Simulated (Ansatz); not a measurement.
# CO2 (Pa-3): bands and screening cutoff converge together, part 2 of 2

Can the band sum of G0W0 be converged at a fixed screening cutoff? A test on CO2 (Pa-3).

Ansatz 0.2.0; G0W0 on PBE, plane waves, PAW; PAW set soft_1. Known limits of the many-body steps: not at the basis limit; coarse k mesh.

So far. Step 6 (133 empty bands, screening to 150 eV): The G0W0 gap on the mesh is 10.378 eV.

## (7) 692 empty bands, screening to 150 eV

input.yaml

```yaml
crystal:
  lattice:
    - [5.49707328, 0.0, 0.0]
    - [0.0, 5.49707328, 0.0]
    - [0.0, 0.0, 5.49707328]
  atoms:
    - { symbol: C, position: [0.0, 0.0, 0.0] }
    - { symbol: C, position: [0.5, 0.0, 0.5] }
    - { symbol: C, position: [0.5, 0.5, 0.0] }
    - { symbol: C, position: [0.0, 0.5, 0.5] }
    - { symbol: O, position: [0.12253698, 0.12253698, 0.12253698] }
    - { symbol: O, position: [0.37746302, 0.87746302, 0.62253698] }
    - { symbol: O, position: [0.62253698, 0.37746302, 0.87746302] }
    - { symbol: O, position: [0.87746302, 0.62253698, 0.37746302] }
    - { symbol: O, position: [0.87746302, 0.87746302, 0.87746302] }
    - { symbol: O, position: [0.62253698, 0.12253698, 0.37746302] }
    - { symbol: O, position: [0.37746302, 0.62253698, 0.12253698] }
    - { symbol: O, position: [0.12253698, 0.37746302, 0.62253698] }
kpoints:
  mp_grid: { grid: [2, 2, 2] }
hamiltonian:
  xc: pbe
  pseudopotentials: { kind: paw, azcp: { folder: soft_1 } }
scf:
  occupations: { method: fixed }
gw:
  n_empty_bands: 692
  ecut_chi: 150
  qp_bands: [v4, c4]
  qp_kpoints: band_edges
  screening: { model: contour_deformation }
```

Command:

```
$ ansatz run input.yaml --threads 4 --pin off --max-ram 138240MiB --backend cuda --events-out ev --progress --plain --runs-dir out --devices 1 --max-vram 26GiB
```

Numbers of over 12 decimals in the logs are rounded to 6 here.

What it wrote:

```text
GPUs: using 1 of 1 available (devices: 1).
[...]
GPU FFT provider: cuFFT
GPU libraries: cuBLAS 13.8.2, cuFFT 12.4.0, cuSOLVER 12.3.4
Crystal: 12 atoms, lattice volume = 166.110 Å³
Basis set: ecut = 420 eV, 3239 PW (Γ)
Bands: 44, of which v1, the nominal top of the filled ones, is band 32 counted from 1 (31 counted from 0)
Symmetry: 24 space group operations
[...]
k-points: 4 of 8
[...]
0    36      6.3073   -11.0059    -3.4427   -17.3055  0.8384     9.2135     9.1642  root
[...]
3    33      6.2345   -10.8974    -3.4242   -17.1563  0.8392     9.1170     9.0692  root
     3    34      6.2345   -10.8974    -3.4242   -17.1563  0.8392     9.1170     9.0692  root
     3    35      6.2345   -10.8974    -3.4242   -17.1563  0.8392     9.1170     9.0692  root
     3    36      6.2345   -10.8974    -3.4242   -17.1563  0.8392     9.1170     9.0692  root
[key lines of the parts left out:]
SCF converged after 8 iterations
Free energy (F): -5539.521743 eV
Fermi energy:    -1.652434 eV
```

The job ended after 11 s (1 × NVIDIA H100 80GB HBM3 (shared by 3 runs) with 4 threads of AMD EPYC 7R13 (Zen 3), shared host; peak memory 1.4 GiB).

The G0W0 gap on the mesh is 10.546 eV.

## (8) 1230 empty bands, screening to 220 eV

Changes to input.yaml since step 7:

```diff
@@ -26,4 +26,4 @@
 gw:
-  n_empty_bands: 692
-  ecut_chi: 150
+  n_empty_bands: 1230
+  ecut_chi: 220
   qp_bands: [v4, c4]
```

What it wrote:

```text
GPUs: using 1 of 1 available (devices: 1).
[...]
GPU FFT provider: cuFFT
GPU libraries: cuBLAS 13.8.2, cuFFT 12.4.0, cuSOLVER 12.3.4
Crystal: 12 atoms, lattice volume = 166.110 Å³
Basis set: ecut = 420 eV, 3239 PW (Γ)
Bands: 44, of which v1, the nominal top of the filled ones, is band 32 counted from 1 (31 counted from 0)
Symmetry: 24 space group operations
[...]
k-points: 4 of 8
[...]
0    36      6.3073   -11.0059    -3.5922   -17.3055  0.8364     9.0582     9.0146  root
[...]
3    33      6.2345   -10.8974    -3.5719   -17.1563  0.8372     8.9637     8.9214  root
     3    34      6.2345   -10.8974    -3.5719   -17.1563  0.8372     8.9637     8.9214  root
     3    35      6.2345   -10.8974    -3.5719   -17.1563  0.8372     8.9637     8.9214  root
     3    36      6.2345   -10.8974    -3.5719   -17.1563  0.8372     8.9637     8.9214  root
[key lines of the parts left out:]
SCF converged after 8 iterations
Free energy (F): -5539.521743 eV
Fermi energy:    -1.652434 eV
```

The job ended after 30 s (1 × NVIDIA H100 80GB HBM3 (shared by 3 runs) with 4 threads; peak memory 2 GiB).

The G0W0 gap on the mesh is 10.631 eV.

## (9) 377 empty bands, screening to 300 eV

Changes to input.yaml since step 8:

```diff
@@ -26,4 +26,4 @@
 gw:
-  n_empty_bands: 1230
-  ecut_chi: 220
+  n_empty_bands: 377
+  ecut_chi: 300
   qp_bands: [v4, c4]
```

What it wrote:

```text
GPUs: using 1 of 1 available (devices: 1).
[...]
GPU FFT provider: cuFFT
GPU libraries: cuBLAS 13.8.2, cuFFT 12.4.0, cuSOLVER 12.3.4
Crystal: 12 atoms, lattice volume = 166.110 Å³
Basis set: ecut = 420 eV, 3239 PW (Γ)
Bands: 44, of which v1, the nominal top of the filled ones, is band 32 counted from 1 (31 counted from 0)
Symmetry: 24 space group operations
[...]
k-points: 4 of 8
[...]
0    36      6.3073   -11.0059    -3.2775   -17.3055  0.8365     9.3848     9.3294  root
[...]
3    33      6.2345   -10.8974    -3.2594   -17.1563  0.8373     9.2879     9.2340  root
     3    34      6.2345   -10.8974    -3.2594   -17.1563  0.8373     9.2879     9.2340  root
     3    35      6.2345   -10.8974    -3.2594   -17.1563  0.8373     9.2879     9.2340  root
     3    36      6.2345   -10.8974    -3.2594   -17.1563  0.8373     9.2879     9.2340  root
[key lines of the parts left out:]
SCF converged after 8 iterations
Free energy (F): -5539.521743 eV
Fermi energy:    -1.652434 eV
```

Elapsed: 9.1 s, on 1 × NVIDIA H100 80GB HBM3 (shared by 3 runs) with 4 threads; peak memory 2.3 GiB.

The G0W0 gap on the mesh is 10.477 eV.

## (10) The grid

Start PBE, 2×2×2 mesh. Times are wall times on 1 × NVIDIA H100 80GB HBM3 (shared by 3 runs) with 4 threads of AMD EPYC 7R13 (Zen 3), shared host, good to a factor of about two.

```csv
cutoff (eV),plane waves at q = 0,bands summed,gap (eV),Σc valence (eV),Σc conduction (eV),time
50,147,165,10.360,3.54,-3.15,6.1 s
50,147,724,10.273,3.38,-3.39,7.1 s
100,389,409,10.419,3.37,-3.26,8.1 s
100,389,1991,10.438,3.23,-3.38,40 s
150,739,165,10.378,3.69,-2.98,5.3 s
150,739,724,10.546,3.19,-3.31,11 s
220,1237,1262,10.631,3.03,-3.38,30 s
300,1935,409,10.477,3.35,-3.21,9.1 s
```

## (11) Outcome

```
165 bands, 50 eV                   : 10.360 eV
724 bands, 50 eV                   : 10.273 eV
409 bands, 100 eV                  : 10.419 eV
1991 bands, 100 eV                 : 10.438 eV
165 bands, 150 eV                  : 10.378 eV
724 bands, 150 eV                  : 10.546 eV
1262 bands, 220 eV                 : 10.631 eV
409 bands, 300 eV                  : 10.477 eV
estimated limit along the diagonal : 10.75 eV
mesh and start                     : 2×2×2, PBE
```

What this shows: At 50 eV, going from 165 to 724 bands moves the gap by −0.09 eV. At 100 eV, going from 409 to 1991 bands moves the gap by +0.02 eV. At 150 eV, going from 165 to 724 bands moves the gap by +0.17 eV. At 165 bands, raising the cutoff from 50 to 150 eV moves it by +0.02 eV. At 724 bands, raising the cutoff from 50 to 150 eV moves it by +0.27 eV. At 409 bands, raising the cutoff from 100 to 300 eV moves it by +0.06 eV. Along the diagonal, where both rise together, the two highest rungs point to 10.75 eV. Gaps are over the mesh's points; an edge off the mesh would be missed. A low cutoff hides what high bands add, so a band series at one cutoff can look settled before the gap is. The 2×2×2 mesh is coarse for this cell (its supercell is 11 Å along the shortest edge). The RPA ε∞ on it, from the PBE start, is 1.94; such meshes misread the long-range screening, most where the gap is narrow.

[Paths, hosts, dates, memory and timing lines, banners, echoed tables and standing remarks are left out of the program output.]

[Logs are printed without paths, hosts, clocks, repeated set-up lines and the standing remarks that a program may print on its own settings, such as how far it seeks lower states.]

[Runs of the session that timed out or met a known fault of the program may be left out.]

[Cells called generated may have been cut or substituted from an entry of the Crystallography Open Database or the Materials Project.]

[Hosts, paths, dates, database ids (printed as entryN), source tags and the programs' standing remarks are cut or masked in the printed files.]
